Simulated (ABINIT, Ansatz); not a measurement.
# Lattice dynamics of Hf (Im-3m) in two programs, part 3 of 4

How does Hf (Im-3m) vibrate, and is this structure a minimum?

ABINIT 10.8.3; DFT LDA, scalar-relativistic, plane waves, PseudoDojo norm-conserving pseudopotentials.

So far. Step 3 (Relaxing the cell and atoms): The volume changes by -14.4 % in this run and stands -14.4 % from the first cell. Step 4 (Ground state): The cell stands at -0.56 GPa: the relaxation ran with a smoothed and higher cutoff, and the difference is a stress of the finite basis. The relaxed cell has a = 3.427 Å (conventional setting).

This is not the structure that Hf takes at ambient pressure and room temperature (hexagonal, No. 194); it is a model or a phase of other conditions.

### 8. Phonons on a q mesh

Linear response treats each wavevector in the unit cell, with no supercell; the 4×4×4 mesh fixes the range of the force constants to be had.

dfpt_q.abi reads:

```
ndtset 7

# wavevectors
qpt1 0.25 0.0 0.0
qpt2 0.5 0.0 0.0
qpt3 0.5 0.25 0.0
qpt4 0.25 0.25 0.25
qpt5 0.5 0.25 0.25
qpt6 0.25 -0.25 0.25
qpt7 0.5 0.5 0.5

# displacements
getwfk_filepath "gso_WFK"
getwfq_filepath "gso_WFK"
kptopt 3
nqpt 1
rfphon 1
rfatpol 1 1
rfdir 1 1 1
tolvrs 1.0d-10
prtwf 0

# basis, mesh and filling
ecut 25.0
ngkpt 12 12 12
nshiftk 1
shiftk 0.0 0.0 0.0
istwfk *1
occopt 6
tsmear 0.01
nband 12
nstep 100
diemac 1000000.0
prtebands 0
prtgsr 0

# cell and atoms
acell 5.608993608 5.608993608 5.608993608
rprim 
    0.5773502692 0.5773502692 0.5773502692
    -0.5773502692 0.5773502692 0.5773502692
    -0.5773502692 -0.5773502692 0.5773502692
ntypat 1
znucl 72
natom 1
typat 1
xred 
    0.0 0.0 0.0
pp_dirpath "./pseudo"
pseudos "Hf.upf"
```

On the command line:

```sh
> OMP_NUM_THREADS=1 mpirun -n 4 abinit dfpt_q.abi > dfpt_q.log
```

Numbers of over 12 decimals in the logs are rounded to 6 here.

dfpt_q.abo, the main output file:

```text
[banners, grids, parts of the stress and lines that vanish by symmetry left out]
- input  file    -> dfpt_q.abi
- output file    -> dfpt_q.abo
- root for input  files -> dfpt_qi
[...]
DATASET    1 : space group Im -3 m (#229); Bravais cI (body-center cubic)
[...]
nfft =       19683          nkpt =        1728
[...]
DATASET    2 : space group Im -3 m (#229); Bravais cI (body-center cubic)
[...]
nfft =       19683          nkpt =        1728
[...]
DATASET    3 : space group Im -3 m (#229); Bravais cI (body-center cubic)
[...]
nfft =       19683          nkpt =        1728
[...]
DATASET    4 : space group Im -3 m (#229); Bravais cI (body-center cubic)
[...]
nfft =       19683          nkpt =        1728
[...]
DATASET    5 : space group Im -3 m (#229); Bravais cI (body-center cubic)
[...]
nfft =       19683          nkpt =        1728
[...]
DATASET    6 : space group Im -3 m (#229); Bravais cI (body-center cubic)
[...]
nfft =       19683          nkpt =        1728
[...]
DATASET    7 : space group Im -3 m (#229); Bravais cI (body-center cubic)
[...]
nfft =       19683          nkpt =        1728
[...]
== DATASET  1 ==================================================================
[...]
cutoff_energies: {ecut:  25.0, pawecutdg:  -1.0, }
[...]
Perturbation : displacement of atom   1   along direction   1
[...]
-ETOT  1   107.20856823468     -1.221E+03 3.246E+00 1.630E+06
 ETOT  2   881.21324758323      7.740E+02 6.222E-01 1.351E+07
 ETOT  3   1.672830     -8.795E+02 2.433E-01 1.209E+03
 ETOT  4   1.584290     -8.854E-02 4.952E-04 6.832E-02
 ETOT  5   1.584258     -3.179E-05 8.465E-06 3.706E-02
[...]
At SCF step   11       vres2   =  3.97E-12 < tolvrs=  1.00E-10 =>converged.
[...]
Perturbation : displacement of atom   1   along direction   2
[...]
-ETOT  1  0.213519     -1.069E+03 3.228E+00 4.145E+01
[...]
At SCF step    9       vres2   =  4.92E-11 < tolvrs=  1.00E-10 =>converged.
[...]
Phonon wavevector (reduced coordinates) :  0.25000  0.00000  0.00000
 Phonon energies in Hartree :
[...]
Phonon frequencies in cm-1    :
- -4.452264E+01  5.375422E+01  9.870327E+01
[...]
== DATASET  2 ==================================================================
[...]
cutoff_energies: {ecut:  25.0, pawecutdg:  -1.0, }
[...]
- 72.00000  12.00000  180309                  znucl, zion, pspdat
[...]
Perturbation : displacement of atom   1   along direction   1
[...]
-ETOT  1   5.183792     -1.194E+03 3.260E+00 2.365E+03
[...]
ETOT  8   3.963995     -5.525E-11 1.113E-12 2.852E-10
 ETOT  9   3.963995     -1.296E-11 2.169E-14 2.159E-13
 At SCF step    9       vres2   =  2.16E-13 < tolvrs=  1.00E-10 =>converged.
[...]
Phonon wavevector (reduced coordinates) :  0.50000  0.50000  0.50000
 Phonon energies in Hartree :
[...]
Phonon frequencies in cm-1    :
-  1.365774E+02  1.365774E+02  1.365774E+02
[...]
fcart7     0.0000000000E+00  0.0000000000E+00  0.0000000000E+00
       
================================================================================
```

Elapsed: 26 min, on 4 MPI ranks of Arm Neoverse V1, shared host; 1.7 h of CPU time.

Read from the output:

```
lowest mode on the q mesh (acoustic ones at the zone centre apart) : -81.05 cm⁻¹
```

Frequencies (cm⁻¹) before the sum rule at the irreducible wavevectors but Γ, which is solved apart; negative means imaginary. Frequencies by wavevector:

```
  q (fractions)  star  mode 1  mode 2  mode 3
       0.25 0 0    12  -44.52   53.75    98.7
        0.5 0 0     6  -81.05   87.77   88.76
     0.5 0.25 0    24  -50.85   54.69   110.1
 0.25 0.25 0.25     6   71.28   90.22   90.22
  0.5 0.25 0.25    12   98.35     117   117.6
0.25 -0.25 0.25     2  -36.62  -36.62  -36.62
    0.5 0.5 0.5     1   136.6   136.6   136.6
```

### 9. Interpolated phonon bands

anaddb transforms the dynamical matrices to force constants and back along the path; points of the mesh come back as solved, but for the sum rule and, in polar crystals, the LO-TO term at Γ; the rest is interpolation.

anaddb.abi reads:

```
ddb_filepath "all_DDB"
output_file "anaddb.abo"
outdata_prefix "anaddb"
ifcflag 1
ngqpt 4 4 4
nqshft 1
q1shft 0.0 0.0 0.0
asr 1
chneut 0
dipdip 0
dipquad 0
quadquad 0
enunit 0
eivec 0
nph1l 62
qph1l 
    0.0 0.0 0.0 1.0
    0.05 0.05 -0.05 1.0
    0.1 0.1 -0.1 1.0
    0.15 0.15 -0.15 1.0
    0.2 0.2 -0.2 1.0
    0.25 0.25 -0.25 1.0
    0.3 0.3 -0.3 1.0
    0.35 0.35 -0.35 1.0
    0.4 0.4 -0.4 1.0
    0.45 0.45 -0.45 1.0
    0.5 0.5 -0.5 1.0
    0.5 0.45 -0.5 1.0
    0.5 0.4 -0.5 1.0
    0.5 0.35 -0.5 1.0
    0.5 0.3 -0.5 1.0
    0.5 0.25 -0.5 1.0
    0.5 0.2 -0.5 1.0
    0.5 0.15 -0.5 1.0
    0.5 0.1 -0.5 1.0
    0.5 0.05 -0.5 1.0
    0.5 0.0 -0.5 1.0
    0.45 0.0 -0.45 1.0
    0.4 0.0 -0.4 1.0
    0.35 0.0 -0.35 1.0
    0.3 0.0 -0.3 1.0
    0.25 0.0 -0.25 1.0
    0.2 0.0 -0.2 1.0
    0.15 0.0 -0.15 1.0
    0.1 0.0 -0.1 1.0
    0.05 0.0 -0.05 1.0
    0.0 0.0 0.0 1.0
    0.075 0.025 -0.025 1.0
    0.15 0.05 -0.05 1.0
    0.225 0.075 -0.075 1.0
    0.3 0.1 -0.1 1.0
    0.375 0.125 -0.125 1.0
    0.45 0.15 -0.15 1.0
    0.525 0.175 -0.175 1.0
    0.6 0.2 -0.2 1.0
    0.675 0.225 -0.225 1.0
    0.75 0.25 -0.25 1.0
    0.725 0.275 -0.275 1.0
    0.7 0.3 -0.3 1.0
    0.675 0.325 -0.325 1.0
    0.65 0.35 -0.35 1.0
    0.625 0.375 -0.375 1.0
    0.6 0.4 -0.4 1.0
    0.575 0.425 -0.425 1.0
    0.55 0.45 -0.45 1.0
    0.525 0.475 -0.475 1.0
    0.5 0.5 -0.5 1.0
    0.75 0.25 -0.25 1.0
    0.725 0.225 -0.275 1.0
    0.7 0.2 -0.3 1.0
    0.675 0.175 -0.325 1.0
    0.65 0.15 -0.35 1.0
    0.625 0.125 -0.375 1.0
    0.6 0.1 -0.4 1.0
    0.575 0.075 -0.425 1.0
    0.55 0.05 -0.45 1.0
    0.525 0.025 -0.475 1.0
    0.5 0.0 -0.5 1.0
```

mrgddb.in reads:

```
all_DDB
merged
8
dfpt_gammao_DDB
dfpt_qo_DS1_DDB
dfpt_qo_DS2_DDB
dfpt_qo_DS3_DDB
dfpt_qo_DS4_DDB
dfpt_qo_DS5_DDB
dfpt_qo_DS6_DDB
dfpt_qo_DS7_DDB
```

On the command line:

```sh
> mrgddb < mrgddb.in > mrgddb.log
> OMP_NUM_THREADS=1 anaddb anaddb.abi > anaddb.log
```

anaddb.abo, the main output file:

```text
[banners, grids, parts of the stress and lines that vanish by symmetry left out]
-outvars_anaddb: echo values of input variables ----------------------

 Flags :
[...]
Phonon wavevector (reduced coordinates) :  0.00000  0.00000  0.00000
 Phonon energies in Hartree :
[...]
Phonon frequencies in cm-1    :
-  0.000000E+00  0.000000E+00  0.000000E+00
[...]
Phonon wavevector (reduced coordinates) :  0.05000  0.05000 -0.05000
 Phonon energies in Hartree :
[...]
Phonon frequencies in cm-1    :
-  1.617695E+01  1.617695E+01  3.257391E+01
[...]
Phonon wavevector (reduced coordinates) :  0.10000  0.10000 -0.10000
 Phonon energies in Hartree :
[...]
Phonon frequencies in cm-1    :
-  3.311850E+01  3.311850E+01  5.604483E+01
[...]
Phonon wavevector (reduced coordinates) :  0.15000  0.15000 -0.15000
 Phonon energies in Hartree :
[...]
Phonon frequencies in cm-1    :
-  5.137488E+01  5.137488E+01  6.596997E+01
  Phonon wavevector (reduced coordinates) :  0.20000  0.20000 -0.20000
 Phonon energies in Hartree :
[...]
Phonon frequencies in cm-1    :
-  6.662303E+01  7.080328E+01  7.080328E+01
  Phonon wavevector (reduced coordinates) :  0.25000  0.25000 -0.25000
 Phonon energies in Hartree :
[...]
Phonon frequencies in cm-1    :
-  7.127780E+01  9.021700E+01  9.021700E+01
  Phonon wavevector (reduced coordinates) :  0.30000  0.30000 -0.30000
 Phonon energies in Hartree :
[...]
Phonon frequencies in cm-1    :
-  8.808882E+01  1.076790E+02  1.076790E+02
  Phonon wavevector (reduced coordinates) :  0.35000  0.35000 -0.35000
 Phonon energies in Hartree :
[...]
Phonon frequencies in cm-1    :
-  1.093320E+02  1.213620E+02  1.213620E+02
  Phonon wavevector (reduced coordinates) :  0.40000  0.40000 -0.40000
 Phonon energies in Hartree :
[...]
Phonon frequencies in cm-1    :
-  1.256538E+02  1.304046E+02  1.304046E+02
  Phonon wavevector (reduced coordinates) :  0.45000  0.45000 -0.45000
 Phonon energies in Hartree :
[...]
Phonon frequencies in cm-1    :
-  1.341935E+02  1.351591E+02  1.351591E+02
  Phonon wavevector (reduced coordinates) :  0.50000  0.50000 -0.50000
 Phonon energies in Hartree :
[...]
Phonon frequencies in cm-1    :
-  1.365785E+02  1.365785E+02  1.365785E+02
  Phonon wavevector (reduced coordinates) :  0.50000  0.45000 -0.50000
 Phonon energies in Hartree :
[...]
Phonon frequencies in cm-1    :
-  1.355461E+02  1.357856E+02  1.358834E+02
  Phonon wavevector (reduced coordinates) :  0.50000  0.40000 -0.50000
 Phonon energies in Hartree :
[...]
Phonon frequencies in cm-1    :
-  1.321648E+02  1.334237E+02  1.336964E+02
  Phonon wavevector (reduced coordinates) :  0.50000  0.35000 -0.50000
 Phonon energies in Hartree :
[...]
Phonon frequencies in cm-1    :
-  1.256481E+02  1.295401E+02  1.298104E+02
[...]
Phonon wavevector (reduced coordinates) :  0.67500  0.17500 -0.32500
 Phonon energies in Hartree :
[...]
Phonon frequencies in cm-1    :
- -7.473956E+01  3.490136E+01  6.470367E+01
  Phonon wavevector (reduced coordinates) :  0.65000  0.15000 -0.35000
 Phonon energies in Hartree :
[...]
Phonon frequencies in cm-1    :
- -7.931791E+01  5.248478E+01  7.491899E+01
  Phonon wavevector (reduced coordinates) :  0.62500  0.12500 -0.37500
 Phonon energies in Hartree :
[...]
Phonon frequencies in cm-1    :
- -8.166819E+01  6.538518E+01  8.156591E+01
  Phonon wavevector (reduced coordinates) :  0.60000  0.10000 -0.40000
 Phonon energies in Hartree :
[...]
Phonon frequencies in cm-1    :
- -8.246296E+01  7.485775E+01  8.544439E+01
  Phonon wavevector (reduced coordinates) :  0.57500  0.07500 -0.42500
 Phonon energies in Hartree :
[...]
Phonon frequencies in cm-1    :
- -8.231674E+01  8.146951E+01  8.728891E+01
  Phonon wavevector (reduced coordinates) :  0.55000  0.05000 -0.45000
 Phonon energies in Hartree :
[...]
Phonon frequencies in cm-1    :
- -8.177084E+01  8.571046E+01  8.785252E+01
  Phonon wavevector (reduced coordinates) :  0.52500  0.02500 -0.47500
 Phonon energies in Hartree :
[...]
Phonon frequencies in cm-1    :
- -8.125611E+01  8.784078E+01  8.803174E+01
  Phonon wavevector (reduced coordinates) :  0.50000  0.00000 -0.50000
 Phonon energies in Hartree :
[...]
Phonon frequencies in cm-1    :
- -8.105215E+01  8.777261E+01  8.876459E+01
-
```

It took 0.52 s on 1 thread.

This step gave:

```yaml
lowest_frequency_on_the_path: -82.46 cm⁻¹
```

Anaddb. The phonon branches at the labelled points (cm⁻¹):

```
    point  branch 1  branch 2  branch 3
        Γ         0         0         0
  halfway        71        90        90
        H       137       137       137
  halfway        98       117       118
        N       -81        88        89
  halfway       -44        54        99
        Γ         0         0         0
  halfway       -44       -44       122
        P       -37       -37       -37
  halfway        81       107       107
        H       137       137       137
jump to P       -37       -37       -37
  halfway       -82        65        82
        N       -81        88        89
```

The phonon branches as a text plot (rows in cm⁻¹):

```
    132 |         ******                                ***
    123 |        **    **                  **          *
    114 |        *      ***               *  *        *
    105 |       *         *                          **
     96 |                * *   ***       *          *
     86 |     ***           ***   *           *               ***
     77 |                 *    **  *               * *       **
     68 |   ****                        *                   *
     59 |  *                                   *  *
     50 |   *                    *  *                        *
     41 |                         *                 *
     32 | **                       * * *         *          *
     22 |                           *                      *
     13 | *                          *
      4 |*                            **
     -5 |                            *  *
    -14 |                           *    *
    -23 |                          *
    -32 |                         *       *     *          *
    -41 |                        *         *       *
    -51 |                  *                *  *
    -60 |                                    **  *         *
    -69 |                       *                 *
    -78 |                   ****                            *****
         Γ           H       N        Γ         P        H|P    N
```

The path dips to 82i cm⁻¹.

### 10. Sums over the zone

Sums over the zone need many more wavevectors than were solved, so the interpolation is sampled on a dense mesh.

anaddb.abi reads:

```
ddb_filepath "all_DDB"
output_file "anaddb.abo"
outdata_prefix "anaddb"
ifcflag 1
ngqpt 4 4 4
nqshft 1
q1shft 0.0 0.0 0.0
asr 1
chneut 0
dipdip 0
dipquad 0
quadquad 0
prtdos 2
ng2qpt 19 19 19
dosdeltae 4.5563e-06
ntemper 11
temperinc 100.0
tempermin 0.0
```

On the command line:

```sh
> OMP_NUM_THREADS=1 anaddb anaddb.abi > anaddb.log
```

anaddb.abo, the main output file:

```text
[banners, grids, parts of the stress and lines that vanish by symmetry left out]
-outvars_anaddb: echo values of input variables ----------------------

 Flags :
     ifcflag         1
 Miscellaneous information :
         asr         1
      chneut         0
 Interatomic Force Constants Inputs :
      dipdip         0
     dipquad         0
    quadquad         0
      ifcana         0
      ifcout         0
 Description of grid 1 :
        brav         1
       ngqpt         4         4         4
      nqshft         1
      q1shft
                     0.00000000E+00  0.00000000E+00  0.00000000E+00
 Phonon DOS information :
   dosdeltae  4.55630000E-06
    dossmear  4.55633525E-06
 Description of grid 2 (Fourier interp. or BZ sampling):
      ng2qpt        19        19        19
      ngrids         4
      q2shft         0.00000000E+00  0.00000000E+00  0.00000000E+00

================================================================================

 read the DDB information and perform some checks

  ==== Info on the Cryst% object ====
 Real(R)+Recip(G) space primitive vectors, cartesian coordinates (Bohr,Bohr^-1):
 R(1)=  3.2383540  3.2383540  3.2383540  G(1)=  0.1543994  0.0000000  0.1543994
 R(2)= -3.2383540  3.2383540  3.2383540  G(2)= -0.1543994  0.1543994  0.0000000
 R(3)= -3.2383540 -3.2383540  3.2383540  G(3)=  0.0000000 -0.1543994  0.1543994
 Unit cell volume ucvol=  1.3584165E+02 bohr^3
 Angles (23,13,12)=  7.05287794E+01  1.09471221E+02  7.05287794E+01 degrees
 Time-reversal symmetry is present
 Reduced atomic positions [iatom, xred, symbol]:
    1)    0.0000000  0.0000000  0.0000000  Hf

 DDB file with 8 blocks has been read.

================================================================================

 Calculation of the interatomic forces

       Homogeneous q point set in the B.Z.
 Grid q points  :       64
  1)   0.00000000E+00  0.00000000E+00  0.00000000E+00
  2)   2.50000000E-01  0.00000000E+00  0.00000000E+00
  3)   5.00000000E-01  0.00000000E+00  0.00000000E+00
  4)  -2.50000000E-01  0.00000000E+00  0.00000000E+00
  5)   0.00000000E+00  2.50000000E-01  0.00000000E+00
  6)   2.50000000E-01  2.50000000E-01  0.00000000E+00
  7)   5.00000000E-01  2.50000000E-01  0.00000000E+00
  8)  -2.50000000E-01  2.50000000E-01  0.00000000E+00
  9)   0.00000000E+00  5.00000000E-01  0.00000000E+00
 10)   2.50000000E-01  5.00000000E-01  0.00000000E+00
 11)   5.00000000E-01  5.00000000E-01  0.00000000E+00
 12)  -2.50000000E-01  5.00000000E-01  0.00000000E+00
 13)   0.00000000E+00 -2.50000000E-01  0.00000000E+00
 14)   2.50000000E-01 -2.50000000E-01  0.00000000E+00
[...]
58)   2.50000000E-01  5.00000000E-01 -2.50000000E-01
 59)   5.00000000E-01  5.00000000E-01 -2.50000000E-01
 60)  -2.50000000E-01  5.00000000E-01 -2.50000000E-01
 61)   0.00000000E+00 -2.50000000E-01 -2.50000000E-01
 62)   2.50000000E-01 -2.50000000E-01 -2.50000000E-01
 63)   5.00000000E-01 -2.50000000E-01 -2.50000000E-01
 64)  -2.50000000E-01 -2.50000000E-01 -2.50000000E-01

 The interatomic forces have been obtained

================================================================================

 Calculation of phonon density of states

 Average speed of sound partial sums:     0.6792025956E-03 (at units)
-                                   =           1.4859 [km/s]

 Debye frequency from partial sums:     0.5149977722E-03 (Ha)
-                                 =     0.3388522561E+01 (THz)
-Debye temperature from partial sums:     0.1626234343E+03 (K)

 Average speed of sound:     0.6190780211E-04 (at units)
-                      =           0.1354 [km/s]

 Debye frequency from DOS:     0.4694089861E-04 (Ha)
-                        =     0.3088562758E+00 (THz)
-Debye temperature from DOS:     0.1482276342E+02 (K)

-
```

The job ended after 0.6 s (1 thread).

This step gave:

```yaml
share_of_modes_beyond_3i_cm_minus1_on_the_dense_interpolated_mesh: 0.2166
```

Tetrahedra. Phonon density of states against wavenumber; read off at these points:

```csv
wavenumber (cm⁻¹),phonon density of states (1/cm⁻¹/cell)
-85.0,0
-80.0,0.00391
-75.0,0.0107
-70.0,0.0158
-68.0,0.0163
-65.0,0.0139
-60.0,0.0110
-55.0,0.00980
-50.0,0.00866
-45.0,0.00799
-40.0,0.00752
-35.0,0.00716
-30.0,0.00663
-25.0,0.00569
-20.0,0.00530
-15.0,0.00530
-10.0,0.00504
-5.0,0.00512
0.0,0.00492
5.0,0.00508
10.0,0.00515
15.0,0.00584
20.0,0.00628
25.0,0.00748
30.0,0.00769
35.0,0.00878
40.0,0.00962
45.0,0.0104
50.0,0.0117
55.0,0.0125
60.0,0.0139
65.0,0.0150
70.0,0.0168
75.0,0.0177
80.0,0.0207
85.0,0.0231
90.0,0.0276
95.0,0.0334
100.0,0.0444
103.0,0.0515
105.0,0.0468
110.0,0.0444
115.0,0.0279
120.0,0.0184
125.0,0.0127
130.0,0.00956
135.0,0.00387
140.0,0
```

(Continued in part 4 of 4.)

[Host names and launcher messages were left out of these logs when they were recorded.]

[Logs are printed without paths, hosts, clocks, repeated set-up lines and the standing remarks that a program may print on its own settings, such as how far it seeks lower states.]

[Hosts, paths, dates, database ids (printed as entryN), source tags and the programs' standing remarks are cut or masked in the printed files.]
